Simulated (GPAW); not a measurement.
Li2MnO2 (P-3m1), Li K edge of atom 4, with 1 O at 1.91 Å and 3 O at 1.99 Å (distorted tetrahedral, site symmetry 3m). Method: GPAW, LDA + U (Mn 4 eV), full core hole (charged cell), 20-atom cell with 6.2 Å between holes, 3×3×3 k points, dipole transitions, Gaussian full width 0.9 eV up to 4 eV, rising linearly to 3.5 eV at 25 eV.

```
Mn O Li
1.0
     3.19500    0.00000    0.00000
    -1.59750    2.76695    0.00000
     0.00000    0.00000    5.30300
Mn O Li
1 2 2
Direct
  0.00000 0.00000 0.00000
  0.66667 0.33333 0.75100
  0.33333 0.66667 0.24900
  0.33333 0.66667 0.60900
  0.66667 0.33333 0.39100
```

Energy from the lowest empty level; a common scale on which the isotropic spectrum has a mean of 1 over the first 20 eV.

```
E (eV)  curve 1  curve 2
  -2.0     0.00     0.00
  -1.4     0.00     0.00
  -0.8     0.00     0.00
  -0.2     0.00     0.00
   0.4     0.08     0.06
   1.0     0.50     0.41
   1.6     0.91     1.05
   2.2     0.97     1.98
   2.8     1.11     2.12
   3.4     0.98     1.45
   4.0     0.82     1.10
   4.6     1.03     1.07
   5.2     1.76     0.89
   5.8     2.36     1.16
   6.4     1.86     1.94
   7.0     1.22     3.04
   7.6     1.16     3.03
   8.2     1.27     1.79
   8.8     1.23     0.75
   9.4     1.16     0.37
  10.0     1.26     0.29
  10.6     1.63     0.30
  11.2     1.84     0.36
  11.8     1.56     0.42
  12.4     1.10     0.49
  13.0     0.76     0.59
  13.6     0.59     0.76
  14.2     0.55     0.96
  14.8     0.63     1.10
  15.4     0.73     1.10
  16.0     0.77     0.95
  16.6     0.72     0.74
  17.2     0.62     0.59
  17.8     0.52     0.55
  18.4     0.46     0.56
  19.0     0.43     0.58
  19.6     0.45     0.59
  20.2     0.49     0.58
  20.8     0.53     0.56
  21.4     0.55     0.54
  22.0     0.54     0.50
  22.6     0.51     0.47
  23.2     0.47     0.44
  23.8     0.42     0.42
  24.4     0.39     0.41
  25.0     0.36     0.41
  25.6     0.34     0.42
  26.2     0.33     0.43
  26.8     0.31     0.44
  27.4     0.30     0.43
  28.0     0.28     0.41
  28.6     0.27     0.38
  29.2     0.28     0.34
  29.8     0.29     0.31
  30.4     0.30     0.29
  31.0     0.31     0.26
  31.6     0.32     0.24
```

Question: The curves are for the electric vector along different Cartesian axes of the cell as given, averaged over the symmetry-equivalent atoms. Which is which?

Curve 1: along z (c), main maxima 2.9 eV (1.12), 5.8 eV (2.36), 8.3 eV (1.28) and 11.2 eV (1.84). Curve 2: along x (⊥ c) (the other in-plane axis gives the same curve within 3 %), main maxima 2.6 eV (2.21), 7.3 eV (3.26) and 15.1 eV (1.12). A K edge sees empty p states on the absorber. Each direction probes the empty orbitals that point along it. The hole lies in one spin channel, while the script sums the empty states of both and takes the lower zero; where the two channels are split, this blurs and shifts the curve. The spins start ferromagnetically in a simple order, which needn't be the measured one; gap and edge can depend on it.

[Banner, clock and machine lines of the logs are left out without a mark of their own.]

[Logs are printed without paths, hosts, clocks, repeated set-up lines and the standing remarks that a program may print on its own settings, such as how far it seeks lower states.]

[Hosts, paths, dates, database ids (printed as entryN), source tags and the programs' standing remarks are cut or masked in the printed files.]

[Lists of maxima count a maximum above −3 eV only where it reaches 4 % of the highest in the window and stands out from its surroundings by 2 % of it (1.5 % where it reaches 55 %); shoulders and weaker maxima are passed over, and of the rest the first, up to two pre-edge ones and the few strongest are named.]
